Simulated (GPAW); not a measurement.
## Dielectric function and optical constants of KTaO3

Aim: the dielectric function of KTaO3, and the optical constants that follow from it.

Program: GPAW 26.7.0. Level of theory: DFT, LDA, plane-wave PAW (GPAW data sets), scalar-relativistic, RPA, optical limit. Results are calculated unless marked as measured.

**1. Starting point**

The structure is cubic, space group Pm-3m (No. 221). Conventional cell: a = 3.988 Å, b = 3.988 Å, c = 3.988 Å, α = 90.00°, β = 90.00°, γ = 90.00°. Ta has 6 O at 1.99 Å nearest. K has 12 O at 2.82 Å nearest. Nearest to O lie 2 Ta at 1.99 Å and 4 K at 2.82 Å. Farther neighbours and most contacts between anions are not listed.

Structure file:

```cif
data_structure
_symmetry_space_group_name_H-M 'Pm-3m'
_symmetry_Int_Tables_number 221
_cell_length_a 3.9883
_cell_length_b 3.9883
_cell_length_c 3.9883
_cell_angle_alpha 90.000
_cell_angle_beta 90.000
_cell_angle_gamma 90.000
_cell_volume 63.44
loop_
_atom_site_label
_atom_site_type_symbol
_atom_site_symmetry_multiplicity
_atom_site_Wyckoff_symbol
_atom_site_fract_x
_atom_site_fract_y
_atom_site_fract_z
_atom_site_occupancy
Ta1 Ta 1 a 0.00000 0.00000 0.00000 1
K1 K 1 b 0.50000 0.50000 0.50000 1
O1 O 3 d 0.00000 0.00000 0.50000 1
```

**2. Bands for the response**

The response needs many more empty bands than the density does.

This step: DFT, LDA, plane-wave PAW (GPAW data sets), scalar-relativistic, bands at fixed density (GPAW 26.7.0).

Contents of nscf.py:

```python
from ase.dft.bandgap import bandgap
from gpaw import GPAW, FermiDirac

calc = GPAW('gs.gpw').fixed_density(kpts={'size': (8, 8, 8), 'gamma': True}, nbands=73, convergence={'bands': 67},
                                    occupations=FermiDirac(0.001), txt='nscf.txt')
print('gap (eV)', bandgap(calc, output=None)[0])
print('direct gap (eV)', bandgap(calc, direct=True, output=None)[0])
print('top band over the Fermi level (eV)', min(calc.get_eigenvalues(kpt=k)[66] for k in range(len(calc.get_ibz_k_points()))) - calc.get_fermi_level())
calc.write('full.gpw', mode='all')
```

The run is started by

```sh
$ OMP_NUM_THREADS=1 python nscf.py
```

Numbers of over 12 decimals in the logs are rounded to 6 here.

What it wrote:

```text
Diagonalizing LCAO Hamiltonian
Converting LCAO to pw mode
convergence criteria:
- Maximum integral of absolute [eigenst]ate change: 4e-08 eV^2 / valence electron
maximum number of iterations: 150

SCF iterations
|iter     |      energy | eigst |  dens |
|iter:   1||             | +3.52 |       |
|iter:   2||             | +2.32 |       |
|iter:   3||             | +1.22 |       |
|iter:   4||             | +0.31 |       |
|iter:   5||             | -0.36 |       |
|iter:   6||             | -0.92 |       |
|iter:   7||             | -1.42 |       |
|iter:   8||             | -1.87 |       |
|iter:   9||             | -2.32 |       |
|iter:  10||             | -2.72 |       |
|iter:  11||             | -3.15 |       |
|iter:  12||             | -3.60 |       |
|iter:  13||             | -4.08 |       |
|iter:  14||             | -4.53 |       |
|iter:  15||             | -5.04 |       |
|iter:  16||             | -5.55 |       |
|iter:  17||             | -6.11 |       |
|iter:  18||             | -6.62 |       |
|iter:  19||             | -7.12 |       |
|iter:  20||             | -7.54c|       |
SCF steps: 20
  __  _  _
 | _ |_)|_||  |
 |__||  | ||/\| - 26.7.0

Versions:
  Python: 3.12.14
  ASE:    3.29.0
  Numpy:  2.5.5
  Scipy:  1.18.1
  Libxc:  7.0.0

Input parameters:
  mode=PW(ecut=500.0),
  convergence={'bands': 67},
  gpts=array([21, 21, 21]),
  kpts=MonkhorstPack(size=(8, 8, 8), gamma=True),
  maxiter=150,
  nbands=73,
  occupations=Occupations(name='fermi-dirac', width=0.001, fixmagmom=False),
  parallel={},
  xc=XC(name='LDA')

--- standard output ---
gap (eV) 2.033581
direct gap (eV) 2.678357
top band over the Fermi level (eV) 38.095448
```

It took 2.5 min on 1 thread of Arm Neoverse V1, shared host; peak memory 0.24 GiB.

Read-outs, printed or worked out from the files:

| Property | Result |
| --- | --- |
| gap on the k-mesh | 2.034 eV |
| direct gap on the mesh | 2.678 eV |

**3. Dielectric function, RPA**

Transitions between filled and empty bands, summed over the zone, give the optical response, so mesh, band count and broadening shape it.

The induced potential is part of this response.

This step: DFT, LDA, plane-wave PAW (GPAW data sets), scalar-relativistic, RPA, optical limit (GPAW 26.7.0).

Contents of df.py:

```python
from gpaw.response.df import DielectricFunction

df = DielectricFunction('full.gpw', frequencies={'type': 'nonlinear', 'domega0': 0.03, 'omega2': 8},
                        ecut=50,
                        eta=0.15,
                        nbands=67,
                        txt='df.txt')
for direction in ['x']:
    df.get_dielectric_function(xc='RPA', direction=direction, filename=f'df_{direction}.csv')
```

The run is started by

```sh
$ OMP_NUM_THREADS=1 python df.py
```

What it wrote:

```text
Using integrator: PointIntegrator
NonLinearFrequencyDescriptor(from 0.000 to 110.490 eV, 549 points)
Nonperiodic BCs:  [False False False]
Using integrator: PointIntegrator
NonLinearFrequencyDescriptor(from 0.000 to 110.490 eV, 549 points)
Nonperiodic BCs:  [False False False]

Calculating chi0 body with:
    Ground state adapter containing:
    Number of spins: 1
    Number of kpoints: 512
    Number of irreducible kpoints: 35
    Number of completely occupied states: 20
    Number of partially occupied states: 20

    Linear response parametrization:
    q_c: [0.0, 0.0, 0.0]
    Number of frequency points: 549
    Planewave cutoff: 50.0
    Number of bands: 67
    Number of planewaves: 57
    Broadening (eta): 0.15

Integrating chi0 body.

Symmetries of q_c:
    Direct symmetries (Uq -> q): 48
    Indirect symmetries (TUq -> q): 0
In total 48 allowed symmetries.

35 groups of equivalent kpoints. 93.1640625% reduction.

Integral kind: spectral function

Calculating chi0 optical extensions with:
    Ground state adapter containing:
    Number of spins: 1
    Number of kpoints: 512
    Number of irreducible kpoints: 35
    Number of completely occupied states: 20
    Number of partially occupied states: 20

    Linear response parametrization:
    Number of frequency points: 549
    Planewave cutoff: 50.0
    Number of bands: 67
    Number of planewaves: 57
    Broadening (eta): 0.15
Integrating chi0 head and wings.

Symmetries of q_c:
    Direct symmetries (Uq -> q): 48
    Indirect symmetries (TUq -> q): 0
In total 48 allowed symmetries.

35 groups of equivalent kpoints. 93.1640625% reduction.

Integral kind: spectral function wings
```

Elapsed: 20 s, on 1 thread; peak memory 0.34 GiB.

This step gave:

```
electronic dielectric constant ε∞, mean over x, y and z (by symmetry where fewer were run) : 4.982
main peak of Im epsilon, first axis                                                        : 5.023 eV
```

Some rows of df_x.csv (energy; Re and Im without local fields; Re and Im with them):

```text
0.000000, 5.184592, 0.000000, 4.981784, 0.000000
0.429336, 5.210492, 0.018422, 5.006103, 0.017288
0.878195, 5.297216, 0.040776, 5.087417, 0.038183
1.347938, 5.470625, 0.073249, 5.249494, 0.068298
1.840057, 5.793887, 0.134283, 5.549871, 0.124248
2.356191, 6.476941, 0.334999, 6.178039, 0.305564
2.898142, 7.045472, 1.921154, 6.715047, 1.733376
3.467895, 7.976017, 2.444550, 7.543921, 2.104392
4.067647, 3.176435, 4.639136, 3.340954, 4.509142
4.699832, 6.248464, 4.357983, 6.262323, 3.790836
5.367152, 2.253610, 3.606980, 2.447671, 3.792539
6.072622, 0.264074, 4.493835, 0.676369, 5.297802
6.819608, 1.543384, 0.941512, 1.058218, 1.292380
7.611886, 3.383505, 1.688622, 3.071045, 1.784444
8.453705, 3.670437, 1.990161, 3.358172, 2.024718
9.349861, 2.629595, 4.507222, 2.284302, 4.562697
10.305790, 1.319857, 4.469665, 1.014614, 4.528074
11.327680, 0.576208, 1.975520, 0.080957, 1.824840
12.422601, 0.966663, 1.871881, 0.632592, 1.553428
13.598673, 0.690773, 2.269415, 0.621186, 1.971637
```

The Im ε, E ∥ x has structure finer than the step of the table below, so its rows give means over 0.5 eV, whole bins alone (the curve runs from 0 to 14.0 eV). Peaks (eV: height): 3.85: 5.92, 5.03: 6.58, 5.92: 6.04, 10.38: 4.68.

Values under the direct gap are tails of Lorentzian lines. The Im ε, E ∥ x by photon energy; means over each step:

photon energy (eV), Im ε, E ∥ x and a bar:
```
      0.5       0.02 
      1.0       0.05 
      1.5       0.08 
      2.0       0.16 #
      2.5       0.57 ###
      3.0       1.70 #########
      3.5       2.79 ###############
      4.0       4.75 ##########################
      4.5       2.76 ###############
      5.0       5.58 ##############################
      5.5       4.07 ######################
      6.0       5.37 #############################
      6.5       2.44 #############
      7.0       1.07 ######
      7.5       1.53 ########
      8.0       2.16 ############
      8.5       2.44 #############
      9.0       4.06 ######################
      9.5       4.36 #######################
     10.0       4.08 ######################
     10.5       4.23 #######################
     11.0       2.40 #############
     11.5       1.85 ##########
     12.0       1.70 #########
     12.5       1.62 #########
     13.0       1.85 ##########
     13.5       1.93 ##########
```

Re ε, E ∥ x against photon energy:

```csv
photon energy (eV),"Re ε, E ∥ x"
0.0,4.98
0.5,5.01
1.0,5.12
1.5,5.32
2.0,5.69
2.5,6.48
3.0,6.48
3.5,7.73
4.0,3.82
4.5,5.39
5.0,4.43
5.5,3.36
6.0,1.21
6.5,0.0646
7.0,1.69
7.5,3.04
8.0,3.67
8.5,3.60
9.0,3.22
9.5,1.79
10.0,1.43
10.5,-0.0904
11.0,-0.360
11.5,0.288
12.0,0.614
12.5,0.743
13.0,0.990
13.5,0.688
```

The loss function −Im 1/ε at q → 0, E ∥ x has structure finer than the step of the table below, so its rows give means over 0.5 eV, whole bins alone (the curve runs from 0 to 14.0 eV). Peaks (eV: height): 4.16: 0.160, 6.66: 0.522, 11.87: 0.572.

Values under the direct gap are tails of Lorentzian lines. Table of loss function −Im 1/ε at q → 0, E ∥ x by energy loss; means over each step:

```csv
energy loss (eV),"loss function −Im 1/ε at q → 0, E ∥ x"
0.5,8.1e-4
1.0,0.00172
1.5,0.00291
2.0,0.00492
2.5,0.0130
3.0,0.0377
3.5,0.0406
4.0,0.121
4.5,0.0804
5.0,0.115
5.5,0.153
6.0,0.173
6.5,0.420
7.0,0.286
7.5,0.137
8.0,0.135
8.5,0.134
9.0,0.144
9.5,0.192
10.0,0.219
10.5,0.233
11.0,0.411
11.5,0.531
12.0,0.532
12.5,0.516
13.0,0.434
13.5,0.470
```

The reflectivity at normal incidence, E ∥ x by photon energy; read off at these points:

```csv
photon energy (eV),"reflectivity at normal incidence, E ∥ x (%)"
0.000,14.5
0.250,14.6
0.500,14.6
0.750,14.8
1.000,15.0
1.250,15.3
1.500,15.6
1.750,16.1
2.000,16.8
2.250,17.7
2.500,19.1
2.750,20.5
3.000,20.3
3.250,19.9
3.500,23.5
3.750,27.5
4.000,24.1
4.250,15.0
4.500,18.5
4.750,23.9
5.000,28.3
5.250,22.8
5.500,18.1
5.750,24.5
6.000,29.2
6.073,29.3
6.250,28.9
6.500,20.1
6.750,8.72
7.000,4.45
7.250,7.30
7.500,10.3
7.750,10.9
8.000,13.6
8.147,15.1
8.250,14.2
8.500,13.5
8.750,18.3
9.000,20.3
9.250,22.3
9.500,22.7
9.750,22.1
10.000,21.4
10.250,24.3
10.500,29.8
10.663,32.6
10.750,32.2
11.000,25.5
11.250,21.0
11.500,16.2
11.750,15.3
12.000,11.7
12.250,13.2
12.500,10.2
12.750,9.82
13.000,11.2
13.250,13.3
13.500,12.9
13.750,15.5
```

The Im ε, E ∥ x has structure finer than the step of the table below, so its rows give means over 0.5 eV, whole bins alone (the curve runs from 0 to 14.0 eV). Peaks (eV: height): without local fields 3.81: 6.46, 4.98: 6.82, 5.87: 5.70, 10.38: 4.59; with local fields 3.85: 5.92, 5.03: 6.58, 5.92: 6.04, 10.38: 4.68.

Values under the direct gap are tails of Lorentzian lines. Im ε, E ∥ x against photon energy; means over each step:

```csv
photon energy (eV),without local fields,with local fields
0.5,0.0218,0.0205
1.0,0.0485,0.0454
1.5,0.0892,0.0830
2.0,0.176,0.162
2.5,0.632,0.572
3.0,1.89,1.70
3.5,3.24,2.79
4.0,5.03,4.75
4.5,3.07,2.76
5.0,5.79,5.58
5.5,4.01,4.07
6.0,4.79,5.37
6.5,1.82,2.44
7.0,0.846,1.07
7.5,1.43,1.53
8.0,2.10,2.16
8.5,2.42,2.44
9.0,4.00,4.06
9.5,4.33,4.36
10.0,4.07,4.08
10.5,4.15,4.23
11.0,2.48,2.40
11.5,2.04,1.85
12.0,2.01,1.70
12.5,1.96,1.62
13.0,2.19,1.85
13.5,2.19,1.93
```

At chosen wavelengths:

```csv
wavelength (nm),n,k,R (%),1/α
1550,2.25,0.008,14.8,16 µm
1064,2.27,0.012,15.2,7.0 µm
633,2.38,0.031,16.6,1.6 µm
532,2.48,0.058,18.1,729 nm
308,2.20,1.113,23.4,22 nm
248,2.48,1.311,28.3,15 nm
193,1.11,1.198,24.5,13 nm
```

Below the direct gap, k and the depth come from the tails of the Lorentzian lines, not from transitions.

Rows near the edge hang on the gap, which this functional as a rule makes too small, and phonon-assisted absorption is left out.

**4. Summary of results**

```yaml
electronic_dielectric_constant_eps_infinity_mean_over_x_y_and_z_by_symmetry_where_fewer_were_run_rpa: 4.98
main_peak_of_im_epsilon_first_axis: 5.02 eV
```

What this shows: At this level (LDA, RPA) KTaO3 has ε∞ = 4.98 and n = 2.25 at 1550 nm, and Im ε peaks at 5.0 eV. On the mesh the gap is 2.03 eV and the least direct gap 2.68 eV, so on this mesh the band edges lie at different points. Local fields change the static value along x from 5.18 to 4.98 (-4 %). Distinct maxima of Im ε, read by a parabola through the highest points, lie at 3.85 eV (5.9), 5.02 eV (6.6), 5.91 eV (6.0) and 10.39 eV (4.7). Excitons and phonon-assisted transitions are missing; LDA gaps are as a rule too small, which pulls the onset down and ε∞ up. Spin-orbit coupling is left out although heavy atoms are present. The sum runs over mesh points, so small or evenly spaced maxima can still be ripples of the mesh. In this version of GPAW the matrix elements of the optical limit are incomplete, which can lower ε − 1 by up to a tenth where first-row anions or d states rule, and shift it by more in d metals.

[Machine, clock and banner lines and Python warnings are left out of the logs.]

[Logs are printed without paths, hosts, clocks, repeated set-up lines and the standing remarks that a program may print on its own settings, such as how far it seeks lower states.]

[Hosts, paths, dates, database ids (printed as entryN), source tags and the programs' standing remarks are cut or masked in the printed files.]
